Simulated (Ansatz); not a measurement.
# CdS (Greenockite): a many-body input that goes wrong, and its mend

What is wrong with this input for CdS (Greenockite)?

Main program and level: Ansatz 0.2.0; G0W0 on PBE, plane waves, PAW.

### 1. Set-up

The structure is hexagonal, space group P6_3mc (No. 186). Conventional cell: a = 4.137 Å, b = 4.137 Å, c = 6.714 Å, α = 90.00°, β = 90.00°, γ = 120.00°. Nearest to Cd lie 4 S at 2.52 to 2.53 Å. S has 4 Cd at 2.52 to 2.53 Å nearest. Farther neighbours and most contacts between anions are not listed.

Coordinates:

```cif
data_structure
_symmetry_space_group_name_H-M 'P6_3mc'
_symmetry_Int_Tables_number 186
_cell_length_a 4.1370
_cell_length_b 4.1370
_cell_length_c 6.7144
_cell_angle_alpha 90.000
_cell_angle_beta 90.000
_cell_angle_gamma 120.000
_cell_volume 99.52
loop_
_atom_site_label
_atom_site_type_symbol
_atom_site_symmetry_multiplicity
_atom_site_Wyckoff_symbol
_atom_site_fract_x
_atom_site_fract_y
_atom_site_fract_z
_atom_site_occupancy
Cd1 Cd 2 b 0.66667 0.33333 0.00000 1
S1 S 2 b 0.66667 0.33333 0.37500 1
```

The cell and positions come from the Crystallography Open Database and are kept as given unless a step says otherwise. The default PAW set here is soft_2. Its files were made with PBE.

### 2. First try

input.yaml reads:

```yaml
crystal:
  lattice:
    - [4.137, 0.0, 0.0]
    - [-2.0685, 3.5827470955, 0.0]
    - [0.0, 0.0, 6.7144]
  atoms:
    - { symbol: Cd, position: [0.6666666667, 0.3333333333, 0.0] }
    - { symbol: Cd, position: [0.3333333333, 0.6666666667, 0.5] }
    - { symbol: S, position: [0.6666666667, 0.3333333333, 0.375] }
    - { symbol: S, position: [0.3333333333, 0.6666666667, 0.875] }
kpoints:
  mp_grid: { grid: [1, 1, 1] }
hamiltonian:
  xc: pbe
scf:
  occupations: { method: fixed }
gw:
  n_empty_bands: 105
  ecut_chi: 60
  qp_bands: [v2, c2]
  qp_kpoints: band_edges
  screening: { model: contour_deformation }
```

Run with:

```bash
> ansatz run input.yaml --threads 3 --pin off --max-ram 92160MiB --backend cuda --events-out ev --progress --plain --runs-dir out --devices 1 --max-vram 13GiB  # rebuilt from the run's record
```

Numbers of over 12 decimals in the logs are rounded to 6 here.

Output:

```text
GPUs: using 1 of 1 available (devices: 1).
Engine: ansatz 0.2.0, x86_64-unknown-linux-gnu
Pseudopotentials: kind: paw
Pseudopotential: Cd, paw, valence charge 20, recommended cutoff 420 eV (normal), Cd.paw.azcp
Pseudopotential: S, paw, valence charge 6, recommended cutoff 420 eV (normal), S.paw.azcp
Functional definition: PBE
  parameter kappa = 0.804
  parameter beta = 0.066725
  exchange = pbe_x(kappa = kappa, mu = beta*pi^2/3)
  correlation = pbe_c(beta = beta)
device memory: the entry about to start is reckoned to put 0.5 GiB on a device that reports 52.2 GiB free (of which the cap on the GPU budget leaves the run 13.0 GiB)
GPU FFT provider: cuFFT
GPU libraries: cuBLAS 13.8.2, cuFFT 12.4.0, cuSOLVER 12.3.4
Crystal: 4 atoms, lattice volume = 99.520 Å³
Basis set: ecut = 420 eV, 1943 PW (Γ)
Bands: 32, of which v1, the nominal top of the filled ones, is band 26 counted from 1 (25 counted from 0)
Symmetry: 12 space group operations
Space group: P63mc (ITA 186), of the structure as read, at distance tolerance 4.6e-5 Å
k-points: 1
Non-local potential: Cd, projectors of the file, l = 0: 3, l = 1: 2, l = 2: 2, l = 3: 1
Non-local potential: S, projectors of the file, l = 0: 2, l = 1: 2, l = 2: 2
PAW form: soft (Blöchl's): semilocal exchange-correlation on the pseudo side does not see the compensation charge
PAW one-centre angular grid: Cd, 590 points (default); XC on 64 Gauss nodes
PAW one-centre angular grid: S, 110 points (default); XC on 64 Gauss nodes
Initial density: superposition of atomic densities (neutral atoms: chi_scale 0, normalization atom), corrected by the library's trained network
Initial wavefunctions: pseudopotential atomic-orbital guess
GPU buffer pool allocated for 40500 grid points (all kernels)
GPU transforms: local potential and band sums: pruned to the plane-wave sphere, on 25×25×45
Functional: x = pbe(κ = 0.804, μ = 0.219515), c = pbe(β = 0.066725)
SCF iter   1: F=—  HF=-18305.437156 eV  |F-HF|=—  |Δ(HF+E_count)|=         —  Δρ=4.01e-2  dr2=2.60e0  ethr=1.77e-3  ⟨swp⟩=4.0  Hψ=108  notcnv=0  defer=4
preconditioner: auto → Resta (q_TF=auto, 2.449 Å⁻¹)  ε∞=5.1  [insulator: Δε(μ)=1.213 eV  Ē_g=11.009 eV  n_scr=22 (ndim 8)  ℏωp=22.3 eV  f_vac=0.127  ε∞_Penn≈5.1]
SCF iter   2: F=—  HF=-18304.713913 eV  |F-HF|=—  |Δ(HF+E_count)|=   7.23e-1  Δρ=1.93e-2  dr2=5.79e-1  ethr=1.77e-3  ⟨swp⟩=2.0  Hψ=59  notcnv=0  defer=4
SCF iter   3: F=—  HF=-18304.589432 eV  |F-HF|=—  |Δ(HF+E_count)|=   1.24e-1  Δρ=4.90e-3  dr2=2.44e-2  ethr=1.11e-3  ⟨swp⟩=2.0  Hψ=50  notcnv=0  defer=4
SCF iter   4: F=—  HF=-18304.603649 eV  |F-HF|=—  |Δ(HF+E_count)|=   1.42e-2  Δρ=1.16e-3  dr2=1.58e-3  ethr=4.68e-5  ⟨swp⟩=2.0  Hψ=60  notcnv=0  defer=4
SCF iter   5: F=—  HF=-18304.604583 eV  |F-HF|=—  |Δ(HF+E_count)|=   9.35e-4  Δρ=5.85e-4  dr2=2.66e-4  ethr=3.03e-6  ⟨swp⟩=2.0  Hψ=57  notcnv=0  defer=4
SCF iter   6: F=—  HF=-18304.604783 eV  |F-HF|=—  |Δ(HF+E_count)|=   2.00e-4  Δρ=1.07e-4  dr2=1.34e-5  ethr=5.12e-7  ⟨swp⟩=2.0  Hψ=51  notcnv=0  defer=4
SCF iter   7: F=—  HF=-18304.604818 eV  |F-HF|=—  |Δ(HF+E_count)|=   3.49e-5  Δρ=2.41e-5  dr2=9.50e-7  ethr=2.58e-8  ⟨swp⟩=2.0  Hψ=50  notcnv=0  defer=1
SCF iter   8: F=-18304.604820 eV  HF=-18304.604820 eV  |F-HF|=1.10e-7  |Δ(HF+E_count)|=   2.25e-6  Δρ=6.41e-6  dr2=5.82e-8  ethr=1.92e-10  ⟨swp⟩=10.0  Hψ=135  notcnv=0
SCF 1 converged in 8 iterations: F = -18304.604820 eV  dr2 = 5.82e-8
[...]
device memory: the entry about to start is reckoned to put 0.7 GiB on a device that reports 52.1 GiB free (of which the cap on the GPU budget leaves the run 13.0 GiB)
NSCF: frozen V_eff on 1 k-points
[...]
device memory: the entry about to start is reckoned to put 1.0 GiB on a device that reports 52.1 GiB free (of which the cap on the GPU budget leaves the run 13.0 GiB)
NSCF: frozen V_eff on 1 k-points
G₀W₀ screening: q 1/1
G₀W₀ self-energy: k 1/1
device memory: the entry about to start is reckoned to put 0.4 GiB on a device that reports 51.7 GiB free (of which the cap on the GPU budget leaves the run 13.0 GiB)
NSCF: frozen V_eff on 1 k-points
device memory: the entry about to start is reckoned to put 0.4 GiB on a device that reports 51.7 GiB free (of which the cap on the GPU budget leaves the run 13.0 GiB)
NSCF: frozen V_eff on 1 k-points
device memory: the entry about to start is reckoned to put 0.4 GiB on a device that reports 51.7 GiB free (of which the cap on the GPU budget leaves the run 13.0 GiB)
NSCF: frozen V_eff on 1 k-points
device memory: the entry about to start is reckoned to put 0.4 GiB on a device that reports 51.7 GiB free (of which the cap on the GPU budget leaves the run 13.0 GiB)
NSCF: frozen V_eff on 1 k-points
device memory: the entry about to start is reckoned to put 0.4 GiB on a device that reports 51.7 GiB free (of which the cap on the GPU budget leaves the run 13.0 GiB)
NSCF: frozen V_eff on 1 k-points
SCF converged after 8 iterations
Free energy (F): -18304.604820 eV
Harris-Foulkes:  -18304.604820 eV  (|F-HF|=1.10e-7)
Internal energy: -18304.604820 eV  (E = F + TS)
E sigma→0 (E₀):  -18304.604820 eV
Fermi energy:    7.895749 eV
--- Per-component energies (eV) ---
  E_band       = -994.860873
  E_kinetic    = 1247.983093
  E_local      = -8062.103491  (includes V_loc(G=0)·N_el)
  E_nonlocal   = 126.562623
  E_hartree    = 3706.105790
  E_xc         = -551.178237
  E_vxc        = -622.474540  (∫ρ·V_xc dr)
  E_paw        = -9372.278844  (= ΣΔE_a)
  E_vpaw       = -1097.036810  (= ΣTr[D̂ρ^β])
  E_aug_tail   = 0.000032  (compensation charges beyond the density's cutoff)
  E_ewald      = -5399.695785
  E_smearing   = -0.000000  (= −TS)
  E_closure    = -0.000000  (closes the sum)
  Σ components = -18304.604820   (vs F -18304.604820, Δ=0.00e0)
--- Band table (eV) ---
  k-point 0: bands = [... 22 lower, 7.0410, 7.7446, 7.8957, 7.8957, 8.5206, 9.9682, 13.5862, 13.5862, ... 2 higher]
--- G₀W₀: contour deformation, 7 samples at zero and on the imaginary axis and 1 off it, 1 q-point, 105 empty bands' worth ---
  eigenvalues of the whole cell's RPA ε∞ on this k-mesh (on a slab, of 1 + 4πα/V) = 371.5105, 576.9698, 576.9698; static W/v taken at q = 0 is 0.001696
  gw.qp_kpoints: band_edges: 1 of 1 stored k-point solved, in 1 pass; an edge of the gap read off the rows below is read off those points alone
    ik  band        ε_KS         Σx   Σc(E_QP)       V_xc       Z   E_QP_lin       E_QP  E_QP is
     0    25      7.8957   -22.4679     4.6859   -17.6206  0.7634     7.7341     7.7344  root
     0    26      7.8957   -22.4679     4.6859   -17.6206  0.7634     7.7341     7.7344  root
     0    27      8.5206    -7.5173    -5.0976   -12.5430  0.7868     8.4487     8.4487  root
     0    28      9.9682    -6.4883    -5.6338   -12.1633  0.7756    10.0095    10.0094  root
```

The job ended after 4.3 s (1 × NVIDIA H100 80GB HBM3 (shared by 6 runs) with 3 threads of AMD EPYC 7R13 (Zen 3), shared host; peak memory 1.1 GiB; 4.4 s of CPU time).

**Diagnosis.**

The run ended normally, though the input holds a fault or crude settings.

The fault: one k-point. One point can't sample the density or the screening of a small cell, and the band edges may lie elsewhere in the zone.

It printed a gap of 0.71 eV, which is an artefact of the settings.

### 3. A better input

Now the one-shot GW correction: screening in the RPA, then the self-energy of the levels asked for.

Edit input.yaml of step 2 so:

```diff
@@ -11,3 +11,3 @@
 kpoints:
-  mp_grid: { grid: [1, 1, 1] }
+  mp_grid: { grid: [6, 6, 2] }
 hamiltonian:
@@ -17,4 +17,4 @@
 gw:
-  n_empty_bands: 105
-  ecut_chi: 60
+  n_empty_bands: 415
+  ecut_chi: 150
   qp_bands: [v2, c2]
```

Output:

```text
GPUs: using 1 of 1 available (devices: 1).
[...]
GPU FFT provider: cuFFT
GPU libraries: cuBLAS 13.8.2, cuFFT 12.4.0, cuSOLVER 12.3.4
Crystal: 4 atoms, lattice volume = 99.520 Å³
Basis set: ecut = 420 eV, 1943 PW (Γ)
Bands: 32, of which v1, the nominal top of the filled ones, is band 26 counted from 1 (25 counted from 0)
[... 1 set-up line as in the run before ...]
[...]
k-points: 14 of 72
[...]
GPU buffer pool allocated for 40500 grid points (all kernels)
[...]
SCF iter   1: F=—  HF=-18315.619712 eV  |F-HF|=—  |Δ(HF+E_count)|=         —  Δρ=6.08e-4  dr2=4.38e-4  ethr=1.77e-3  ⟨swp⟩=4.0  Hψ=1522  notcnv=0  defer=54
[...]
SCF iter   6: F=-18315.621335 eV  HF=-18315.621335 eV  |F-HF|=7.94e-9  |Δ(HF+E_count)|=   1.67e-7  Δρ=2.03e-6  dr2=5.39e-9  ethr=1.76e-10  ⟨swp⟩=7.3  Hψ=2045  notcnv=0
SCF 1 converged in 6 iterations: F = -18315.621335 eV  dr2 = 5.39e-9
[...]
0    25      6.8662   -20.8228     2.0701   -18.0644  0.7441     6.1578     6.1778  root
     0    26      6.8662   -20.8228     2.0701   -18.0644  0.7441     6.1578     6.1778  root
     0    27      8.0854    -8.7159    -3.6464   -12.4553  0.7852     8.1786     8.1783  root
     0    28      9.6690    -8.1983    -4.0007   -12.4422  0.7823     9.9139     9.9122  root
     1    25      6.4678   -20.2923     2.2093   -17.3517  0.7416     5.7123     5.7365  root
     1    26      6.4678   -20.2923     2.2093   -17.3517  0.7416     5.7123     5.7365  root
     1    27      9.7287    -8.7118    -3.9380   -12.8607  0.7762     9.9409     9.9396  root
     1    28      9.7287    -8.7118    -3.9380   -12.8607  0.7762     9.9409     9.9396  root
[...]
13    25      5.7464   -19.2572     2.4409   -16.0294  0.7337     4.9275     4.9597  root
    13    26      5.7464   -19.2572     2.4409   -16.0294  0.7337     4.9275     4.9597  root
    13    27     11.2761    -8.3301    -4.3510   -13.0227  0.7695    11.6219    11.6178  root
    13    28     11.2761    -8.3301    -4.3510   -13.0227  0.7695    11.6219    11.6178  root
[key lines of the parts left out:]
SCF converged after 6 iterations
Free energy (F): -18315.621335 eV
Fermi energy:    6.866229 eV
```

Wall time 20 s (1 × NVIDIA H100 80GB HBM3 (shared by 6 runs) with 3 threads); peak memory 1.7 GiB.

This step gave:

```
bands summed                                 : 441
RPA ε∞ on this mesh (eigenvalues)            : 6.980, 6.980, 7.135
plane waves in the screening matrix          : 391
q-points in the mesh                         : 72
G0W0 gap on the mesh                         : 2.001 eV
k of the valence top                         : 0, 0, 0
k of the conduction bottom                   : 0, 0, 0
starting gap on the mesh                     : 1.219 eV
Z at the valence top                         : 0.7441
Z at the conduction bottom                   : 0.7852
least direct G0W0 gap on the computed points : 2.001 eV
```

The gap on the mesh goes from 1.22 eV to 2.00 eV, a correction of +0.78 eV. Between the two edge states, bare exchange in place of the xc potential would open the gap by 6.50 eV, and correlation takes back 5.72 eV.

### 4. Outcome

```yaml
first_try: converged after 4.3 s
better_run: G0W0 gap on the mesh 2.00 eV (6×6×2 mesh, 415 empty bands, screening to 150 eV)
```

In words: The second run differs in: mesh, empty bands and screening cutoff (eV). Bands and cutoff are finite, so the gap is not at the basis limit. The miss can reach some tenths of an eV and take either sign; the mesh is an error of its own. The 6×6×2 mesh is coarse for this cell (its supercell is 13 Å along the shortest edge). The RPA ε∞ on it, from the PBE start, is 6.98 and 7.14; such meshes misread the long-range screening, most where the gap is narrow. The many-body steps are scalar-relativistic: spin-orbit coupling is not in them.

[Paths, hosts, dates, memory and timing lines, banners, echoed tables and standing remarks are left out of the program output.]

[Logs are printed without paths, hosts, clocks, repeated set-up lines and the standing remarks that a program may print on its own settings, such as how far it seeks lower states.]

[Runs of the session that timed out or met a known fault of the program may be left out.]

[Cells called generated may have been cut or substituted from an entry of the Crystallography Open Database or the Materials Project.]

[Hosts, paths, dates, database ids (printed as entryN), source tags and the programs' standing remarks are cut or masked in the printed files.]
